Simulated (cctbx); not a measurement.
# DyVCo4 with cctbx, script by script

Library: cctbx 2025.11. The data are simulated by the first script.

## 1. Simulate the data

run.py:

```python
from cctbx import adptbx, crystal, miller, sgtbx, xray
from cctbx.array_family import flex
from iotbx.shelx import hklf
from scitbx import matrix
import scitbx.random

cs = crystal.symmetry(unit_cell=(4.986, 4.986, 3.766, 90, 90, 120), space_group_symbol='Hall: P -6 2')  # P-6m2
atoms = [  # label, site, U (iso, or U11 U22 U33 U12 U13 U23 in A^2), occupancy
    ("Dy1", (2/3, 1/3, 0), 0.0029, 1),
    ("Co1", (0.17115, 0.3423, 0.5), 0.0053, 1),
    ("Co2", (1/3, 2/3, 0), 0.0039, 1),
    ("V1", (0, 0, 0), 0.0046, 1),
]
xs = xray.structure(crystal_symmetry=cs)
for label, site, u, occ in atoms:
    u = adptbx.u_cif_as_u_star(cs.unit_cell(), u) if isinstance(u, tuple) else u
    xs.add_scatterer(xray.scatterer(label, site=site, u=u, occupancy=occ))
xs.set_inelastic_form_factors(1.54184, "sasaki")
xs.show_summary()
p1 = xs.expand_to_p1()
ms = miller.build_set(p1, anomalous_flag=True, d_min=0.83)
flex.set_random_seed(584376)
scitbx.random.set_random_seed(584376)
ms = ms.select(flex.random_double(ms.size()) < 0.7)
i = ms.structure_factors_from_scatterers(p1, algorithm="direct").f_calc().as_intensity_array().data()
i = i / flex.sqrt(1 + 0.1 * i / flex.max(i))  # extinction
i = i * 70000 / flex.max(i)
sig = flex.sqrt(i + flex.pow2(0.03 * i) + 4 ** 2)
noise = scitbx.random.variate(scitbx.random.normal_distribution())(i.size())
data = ms.array(data=i + sig * noise, sigmas=sig).set_observation_type_xray_intensity()
with open("data.hkl", "w") as f:
    data.export_as_shelx_hklf(f)
print("reflections written:", data.size(), " <I/sigma> = %.1f" % flex.mean(data.data() / data.sigmas()))
for h, a, b in list(data.sort("data"))[:12]:
    print("%4d%4d%4d %9.1f %7.1f" % (h + (a, b)))
```

```console
$ python run.py
```

```text
Number of scatterers: 4
At special positions: 4
Unit cell: (4.986, 4.986, 3.766, 90, 90, 120)
Space group: P -6 m 2 (No. 187)
reflections written: 424  <I/sigma> = 28.7
  -2   1   1   71780.0  2116.6
   1  -2  -1   71479.3  2116.6
  -1   2   1   71181.0  2116.6
   4  -2   0   70085.9  2032.9
   1   1   1   69565.1  2116.6
  -1  -1   1   67856.8  2116.6
   2  -4   0   67447.0  2032.9
   1  -2   1   67402.9  2116.6
  -4   2   0   66030.5  2032.9
   2   2   0   65523.9  2032.9
   0  -2   0   53701.0  1527.1
  -2   0   0   53292.2  1600.1
```

It took 0.31 s on 1 thread of Arm Neoverse N1 (shared host), peak memory 0.07 GiB.

## 2. Symmetry

run.py:

```python
from cctbx import crystal, sgtbx, statistics
from cctbx.array_family import flex
from iotbx.shelx import hklf

p1 = crystal.symmetry(unit_cell=(4.986, 4.986, 3.766, 90, 90, 120), space_group_symbol="P 1")
raw = hklf.reader(file_name="data.hkl").as_miller_arrays(crystal_symmetry=p1, anomalous=True)[0]
print(raw.size(), "reflections to d = %.3f A" % raw.d_min())
isig = raw.data() / raw.sigmas()
print("centring   violations  <I/sigma> of those")
best = "P"
for c in "ABCIRF":
    a = raw.customized_copy(space_group_info=sgtbx.space_group_info("Hall: %s 1" % c)).sys_absent_flags().data()
    m = flex.mean(isig.select(a))
    print("%5s %10d of %5d %8.1f" % (c, (isig.select(a) > 4).count(True), a.count(True), m))
    if (isig.select(a) > 4).count(True) < 0.01 * a.count(True):
        best = c
raw = raw.select(~raw.customized_copy(space_group_info=sgtbx.space_group_info("Hall: %s 1" % best)).sys_absent_flags().data())
isig = raw.data() / raw.sigmas()
rows = []
for s in sgtbx.space_group_symbol_iterator():
    g = sgtbx.space_group(s)
    if g.conventional_centring_type_symbol() != best or not g.is_compatible_unit_cell(p1.unit_cell(), 1e-3, 0.02):
        continue
    rows.append((s, g))
print("Laue class    unique    Rint  (classes that these axes allow; Friedel mates merged)")
rint = {}
for s, g in rows:
    laue = g.build_derived_patterson_group()
    key = laue.type().hall_symbol()
    if key not in rint:
        m = raw.customized_copy(space_group_info=laue.info(), anomalous_flag=False).merge_equivalents()
        rint[key] = m.r_int()
        print("%-14s %6d %7.3f" % (laue.type().lookup_symbol(), m.array().size(), m.r_int()))
floor = min(rint.values())
good = [(s, g) for s, g in rows if rint[g.build_derived_patterson_group().type().hall_symbol()] < 2 * floor + 0.03]
top = max(g.build_derived_patterson_group().order_z() for s, g in good)
print("space group    extra absences  I>4sigma  <I/sigma>")
for s, g in good:
    laue = g.build_derived_patterson_group()
    if laue.order_z() != top:
        continue
    a = raw.customized_copy(space_group_info=g.info()).sys_absent_flags().data()
    a &= ~raw.customized_copy(space_group_info=laue.info()).sys_absent_flags().data()
    bad = (isig.select(a) > 4).count(True)
    if bad <= 0.03 * a.count(True):
        print("%-16s %8d %10d %9s  %s" % (s.universal_hermann_mauguin(), a.count(True), bad, "%.1f" % flex.mean(isig.select(a)) if a.count(True) else "-", "centric" if g.is_centric() else "acentric"))
laue = max(good, key=lambda t: t[1].build_derived_patterson_group().order_z())[1].build_derived_patterson_group()
f = raw.customized_copy(space_group_info=laue.info(), anomalous_flag=False).merge_equivalents().array().eliminate_sys_absent().f_sq_as_f()
f.set_observation_type_xray_amplitude()
bins = max(3, min(8, f.size() // 12))
f.setup_binner(n_bins=bins)
w = statistics.wilson_plot(f, {e: n / laue.order_z() for e, n in {'Dy': 1.0, 'Co': 4.0, 'V': 1.0}.items()}, e_statistics=True)
print("Wilson B = %.2f A^2   <|E^2-1|> = %.3f (0.968 centric, 0.736 acentric)   E^2>4: %.1f %%" % (w.wilson_b, w.mean_e_sq_minus_1, w.percent_e_sq_gt_2))
print("shell (A)         n   <I/sigma>")
m = raw.customized_copy(space_group_info=laue.info(), anomalous_flag=False).merge_equivalents().array().eliminate_sys_absent()
for b in m.setup_binner(n_bins=bins).range_used():
    sel = m.binner().selection(b)
    print("%5.2f - %4.2f %6d %8.1f" % (min(m.binner().bin_d_range(b)[0] if m.binner().bin_d_range(b)[0] > 0 else 99, 99), m.binner().bin_d_range(b)[1], sel.count(True), flex.mean((m.data() / m.sigmas()).select(sel))))
```

```console
$ python run.py
```

```text
424 reflections to d = 0.831 A
centring   violations  <I/sigma> of those
    A        211 of   211     27.1
    B        206 of   206     27.0
    C        211 of   211     28.5
    I        219 of   219     27.6
    R        287 of   287     28.6
    F        314 of   314     27.5
Laue class    unique    Rint  (classes that these axes allow; Friedel mates merged)
P -1              268   0.031
P 1 1 2/m         167   0.034
P -3              101   0.035
P -3 1 m           63   0.035
P -3 m 1           70   0.036
P 6/m              60   0.036
P 6/m m m          46   0.036
space group    extra absences  I>4sigma  <I/sigma>
P 6 2 2                 0          0         -  acentric
P 6 m m                 0          0         -  acentric
P -6 m 2                0          0         -  acentric
P -6 2 m                0          0         -  acentric
P 6/m m m               0          0         -  centric
Wilson B = 0.06 A^2   <|E^2-1|> = 0.662 (0.968 centric, 0.736 acentric)   E^2>4: 0.0 %
shell (A)         n   <I/sigma>
 4.32 - 1.19     19     51.0
 1.19 - 0.95     12     52.0
 0.95 - 0.83     15     55.7
```

Time: 0.37 s.

## 3. Charge flipping

run.py:

```python
import itertools
from cctbx import crystal, maptbx
from cctbx.array_family import flex
from iotbx.shelx import hklf
from smtbx.ab_initio import charge_flipping as cf

cs = crystal.symmetry(unit_cell=(4.986, 4.986, 3.766, 90, 90, 120), space_group_symbol='Hall: P -6 2')  # P-6m2
raw = hklf.reader(file_name="data.hkl").as_miller_arrays(crystal_symmetry=cs, anomalous=True)[0]
merged = raw.eliminate_sys_absent().merge_equivalents()
fo2 = merged.array().set_observation_type_xray_intensity()
f = fo2.average_bijvoet_mates().f_sq_as_f().resolution_filter(d_min=0.83)
p1 = f.expand_to_p1()
p1.setup_binner_counting_sorted(reflections_per_bin=max(40, p1.size() // 12))
work = p1.array(data=p1.data() / p1.amplitude_quasi_normalisations().data())
flex.set_random_seed(20715)
it = cf.weak_reflection_improved_iterator(delta=None, weak_reflection_fraction=0.2)
it.start(work, phases=flex.random_double(p1.size()) * 6.2832, f_000=0)
it.delta = 1.2 * it.rho_map.sigma()
print("cycle      R  skewness")
for n, st in enumerate(itertools.islice(it, 150)):
    if n % 12 == 0:
        print("%5d %6.3f %8.2f" % (n, st.r1_factor(), st.rho_map.skewness()))
rho = p1.phase_transfer(it.f_calc).fft_map().apply_volume_scaling()
polish = cf.low_density_elimination_iterator(constant_rho_c=rho.sigma())
polish.start(f_obs=p1, phases=it.f_calc, f_000=0)
for _ in range(8):
    next(polish)
print("origin shift          correlation  skewness")
maps = []
for fc, shift, cc in itertools.islice(cf.f_calc_symmetrisations(f, polish.f_calc, 0), 4):
    m = f.phase_transfer(fc).fft_map(symmetry_flags=maptbx.use_space_group_symmetry, resolution_factor=0.25).apply_sigma_scaling()
    maps.append((m.skewness(), cc, m))
    print("%6.3f %6.3f %6.3f %10.3f %9.2f" % (tuple(shift) + (cc, m.skewness())))
skew, cc, m = max((t for t in maps if t[1] > maps[0][1] - 0.04), key=lambda t: t[0])
print("taken: symmetry correlation %.3f, skewness %.2f" % (cc, skew))
peaks = m.peak_search(parameters=maptbx.peak_search_parameters(min_distance_sym_equiv=0.9, max_clusters=9)).all()
sps = cs.special_position_settings(min_distance_sym_equiv=0.5)
print("peak      x       y       z  mult  height/sigma")
for k, (x, h) in enumerate(zip(peaks.sites(), peaks.heights())):
    ss = sps.site_symmetry(x)
    print("Q%-3d %7.4f %7.4f %7.4f %4d %8.1f" % ((k + 1,) + tuple(t % 1 for t in ss.exact_site()) + (ss.multiplicity(), h)))
```

```console
$ python run.py
```

```text
cycle      R  skewness
    0  0.519     0.40
   12  0.403     2.12
   24  0.368     2.21
   36  0.357     1.95
   48  0.360     1.98
   60  0.383     2.01
   72  0.387     1.89
   84  0.385     2.18
   96  0.383     1.92
  108  0.378     2.15
  120  0.362     1.97
  132  0.364     1.97
  144  0.379     1.95
origin shift          correlation  skewness
 0.178  0.976  0.462      0.957      6.90
 0.178  0.976 -0.038      0.957      6.90
 0.163  0.680 -0.010      0.761      0.85
 0.192 -0.014  0.267      0.828      3.11
taken: symmetry correlation 0.957, skewness 6.90
peak      x       y       z  mult  height/sigma
Q1    0.3333  0.6667  0.5000    1     18.4
Q2    0.6667  0.3333  0.5000    1      8.1
Q3    0.3488  0.1744  0.0000    3      5.5
Q4    0.0000  0.0000  0.5000    1      4.3
Q5    0.2582  0.5164  0.2276    6      1.6
Q6    0.1236  0.2473  0.3172    6      1.1
Q7    0.1613  0.0807  0.2210    6      1.0
Q8    0.0000  0.0000  0.0000    1      0.9
Q9    0.4492  0.2246  0.2689    6      0.7
```

Time: 0.4 s.

## 4. Refinement (model from the peaks)

run.py:

```python
import math
from cctbx import adptbx, crystal, maptbx, sgtbx, xray
from cctbx.array_family import flex
from cctbx.xray import observations
from iotbx.shelx import hklf
from scitbx.lstbx import normal_eqns_solving
from smtbx import absolute_structure, utils
from smtbx.refinement import constraints, least_squares

cs = crystal.symmetry(unit_cell=(4.986, 4.986, 3.766, 90, 90, 120), space_group_symbol='Hall: P -6 2')  # P-6m2
atoms = [  # label, site, U (iso, or U11 U22 U33 U12 U13 U23 in A^2), occupancy
    ("Dy1", (0.3333, 0.6667, 0.5), 0.0200, 1),
    ("Co1", (0.6667, 0.3333, 0.5), 0.0200, 1),
    ("Co2", (0.3488, 0.1744, 0), 0.0200, 1),
    ("V1", (0, 0, 0.5), 0.0200, 1),
]
xs = xray.structure(crystal_symmetry=cs)
for label, site, u, occ in atoms:
    u = adptbx.u_cif_as_u_star(cs.unit_cell(), u) if isinstance(u, tuple) else u
    xs.add_scatterer(xray.scatterer(label, site=site, u=u, occupancy=occ))
xs.set_inelastic_form_factors(1.54184, "sasaki")
raw = hklf.reader(file_name="data.hkl").as_miller_arrays(crystal_symmetry=cs, anomalous=True)[0]
merged = raw.eliminate_sys_absent().merge_equivalents()
fo2 = merged.array().set_observation_type_xray_intensity()
print("Rint %.3f, %d unique reflections to %.2f A" % (merged.r_int(), fo2.size(), fo2.d_min()))
for sc in xs.scatterers():
    sc.flags.set_grad_site(True)
    sc.flags.set_grad_u_aniso(sc.flags.use_u_aniso())
    sc.flags.set_grad_u_iso(sc.flags.use_u_iso())
obs = fo2.as_xray_observations()
extra = {}
rep = constraints.reparametrisation(xs, [], utils.connectivity_table(xs), **extra)
ls = least_squares.crystallographic_ls(obs, rep, weighting_scheme=least_squares.mainstream_shelx_weighting(a=0, b=0))
print("cycle     R1     wR2    GooF  max shift (A)")
for cycle in range(6):
    ls.build_up()
    r1, wr2, goof = ls.r1_factor(cutoff_factor=2)[0], ls.wR2(), ls.goof()
    old = xs.sites_cart()
    normal_eqns_solving.levenberg_marquardt_iterations(ls, n_max_iterations=3, tau=0.0001, step_threshold=1e-7)
    big = flex.max((xs.sites_cart() - old).norms())
    print("%4d %7.4f %7.4f %7.3f %9.5f" % (cycle + 1, r1, wr2, goof, big))
    ls.build_up(objective_only=True)
    if abs(ls.wR2() - wr2) < 5e-5 and big < 5e-4:
        break
ls.build_up()
print("final R1 %.4f wR2 %.4f GooF %.3f  parameters %d  data/parameter %.1f" % (ls.r1_factor(cutoff_factor=2)[0], ls.wR2(), ls.goof(), ls.n_parameters, fo2.size() / ls.n_parameters))
cov = ls.covariance_matrix_and_annotations()
su = dict(zip(cov.annotations, (math.sqrt(max(v, 0)) for v in cov.matrix.matrix_packed_u_diagonal())))
a2 = cs.unit_cell().reciprocal_parameters()[0] ** -2
print("atom        x        y        z      Ueq    occ   su(xyz)  su(Uiso or U11)")
for sc in xs.scatterers():
    s = max(su.get(sc.label + k, 0) for k in (".x", ".y", ".z"))
    npd = "" if sc.is_positive_definite_u(cs.unit_cell()) else "  NPD"
    print("%-5s %8.5f %8.5f %8.5f %8.4f %6.3f %8.5f %7.4f%s" % ((sc.label,) + sc.site + (sc.u_iso_or_equiv(cs.unit_cell()), sc.occupancy, s, su.get(sc.label + ".uiso", su.get(sc.label + ".u11", 0) * a2), npd)))
fo = fo2.f_sq_as_f()
fc = fo.structure_factors_from_scatterers(xs, algorithm="direct").f_calc()
diff = fo.f_obs_minus_f_calc(1 / math.sqrt(ls.scale_factor()), fc).average_bijvoet_mates()
m = diff.fft_map(symmetry_flags=maptbx.use_space_group_symmetry, resolution_factor=0.25).apply_volume_scaling()
print("difference map: max %.2f min %.2f rms %.2f" % (m.statistics().max(), m.statistics().min(), m.statistics().sigma()))
peaks = m.peak_search(parameters=maptbx.peak_search_parameters(min_distance_sym_equiv=0.6, max_clusters=5)).all()
near = xs.closest_distances(peaks.sites(), distance_cutoff=4)
sps = cs.special_position_settings(min_distance_sym_equiv=0.5)
for k, (x, h) in enumerate(zip(peaks.sites(), peaks.heights())):
    ss = sps.site_symmetry(x)
    print("Q%-3d %7.4f %7.4f %7.4f %4d %7.2f  %.2f A from %s" % ((k + 1,) + tuple(t % 1 for t in ss.exact_site()) + (ss.multiplicity(), h, near.smallest_distances[k], xs.scatterers()[near.i_seqs[k]].label)))
```

```console
$ python run.py
```

```text
Rint 0.023, 79 unique reflections to 0.83 A
cycle     R1     wR2    GooF  max shift (A)
   1  0.1263  0.3053  19.982   0.04241
   2  0.0481  0.1738  11.371   0.02646
   3  0.0540  0.1858  12.160   0.00120
   4  0.0696  0.2419  15.831   0.01138
   5  0.1100  0.3228  21.124   0.00179
   6  0.0800  0.2699  17.661   0.00739
final R1 0.0880 wR2 0.2825 GooF 18.486  parameters 5  data/parameter 15.8
atom        x        y        z      Ueq    occ   su(xyz)  su(Uiso or U11)
Dy1    0.33333  0.66667  0.50000   0.0038  1.000  0.00000  0.0025
Co1    0.66667  0.33333  0.50000   0.0227  1.000  0.00000  0.0116
Co2    0.32864  0.16432  0.00000   0.0081  1.000  0.00904  0.0029
V1     0.00000  0.00000  0.50000   0.0085  1.000  0.00000  0.0096
difference map: max 14.75 min -2.29 rms 0.95
Q1    0.6667  0.3333  0.5000    1   15.71  0.00 A from Co1
Q2    0.3333  0.6667  0.5000    1   10.71  0.00 A from Dy1
Q3    0.0000  0.0000  0.5000    1   10.28  0.00 A from V1
Q4    0.3395  0.1697  0.0000    3    3.00  0.05 A from Co2
Q5    0.4889  0.2445  0.2477    6    1.54  1.16 A from Co2
```

Time: 0.62 s.

Figures of merit this high mean that the model is still wrong or incomplete.

## 5. Refinement (anisotropic displacement)

run.py, as its changes from the last script of this kind:

```diff
@@ -12,4 +12,4 @@
-    ("Dy1", (0.3333, 0.6667, 0.5), 0.0200, 1),
-    ("Co1", (0.6667, 0.3333, 0.5), 0.0200, 1),
-    ("Co2", (0.3488, 0.1744, 0), 0.0200, 1),
-    ("V1", (0, 0, 0.5), 0.0200, 1),
+    ("Dy1", (1/3, 2/3, 0.5), 0.0038, 1),
+    ("Co1", (2/3, 1/3, 0.5), 0.0227, 1),
+    ("Co2", (0.32864, 0.16432, 0), 0.0081, 1),
+    ("V1", (0, 0, 0.5), 0.0085, 1),
@@ -21,0 +22 @@
+xs.convert_to_anisotropic()
@@ -35 +36 @@
-for cycle in range(6):
+for cycle in range(8):
@@ -39 +40 @@
-    normal_eqns_solving.levenberg_marquardt_iterations(ls, n_max_iterations=3, tau=0.0001, step_threshold=1e-7)
+    normal_eqns_solving.levenberg_marquardt_iterations(ls, n_max_iterations=3, tau=1e-06, step_threshold=1e-7)
@@ -54,0 +56,4 @@
+fc = fo2.structure_factors_from_scatterers(xs, algorithm="direct").f_calc()
+absolute_structure.flack_analysis(xs, fo2.as_xray_observations()).show()
+h = absolute_structure.hooft_analysis(fo2, fc, scale_factor=ls.scale_factor())
+print("Hooft y: %.3f(%.0f)  Bijvoet pairs: %d" % (h.hooft_y, 1000 * h.sigma_y, h.n_bijvoet_pairs))
@@ -60 +65 @@
-peaks = m.peak_search(parameters=maptbx.peak_search_parameters(min_distance_sym_equiv=0.6, max_clusters=5)).all()
+peaks = m.peak_search(parameters=maptbx.peak_search_parameters(min_distance_sym_equiv=0.6, max_clusters=6)).all()
```

```console
$ python run.py
```

```text
Rint 0.023, 79 unique reflections to 0.83 A
cycle     R1     wR2    GooF  max shift (A)
   1  0.0882  0.2828  19.162   0.00000
final R1 0.0882 wR2 0.2828 GooF 19.162  parameters 10  data/parameter 7.9
atom        x        y        z      Ueq    occ   su(xyz)  su(Uiso or U11)
Dy1    0.33333  0.66667  0.50000   0.0038  1.000  0.00000  0.0029
Co1    0.66667  0.33333  0.50000   0.0227  1.000  0.00000  0.0170
Co2    0.32864  0.16432  0.00000   0.0081  1.000  0.01090  0.0045
V1     0.00000  0.00000  0.50000   0.0085  1.000  0.00000  0.0143
Flack x: 1.05(10)
Hooft y: 0.941(9)  Bijvoet pairs: 33
difference map: max 14.78 min -2.29 rms 0.95
Q1    0.6667  0.3333  0.5000    1   15.75  0.00 A from Co1
Q2    0.3333  0.6667  0.5000    1   10.74  0.00 A from Dy1
Q3    0.0000  0.0000  0.5000    1   10.30  0.00 A from V1
Q4    0.3394  0.1697  0.0000    3    3.01  0.05 A from Co2
Q5    0.4889  0.2444  0.2477    6    1.55  1.16 A from Co2
Q6    0.6667  0.3333  0.0000    1    1.19  1.46 A from Co2
```

It took 0.47 s on 1 thread of Arm Neoverse N1, with other jobs on the host, peak memory 0.09 GiB.

Figures of merit this high mean that the model is still wrong or incomplete.

[Logs are printed without paths, hosts, clocks, repeated set-up lines and the standing remarks that a program may print on its own settings, such as how far it seeks lower states.]
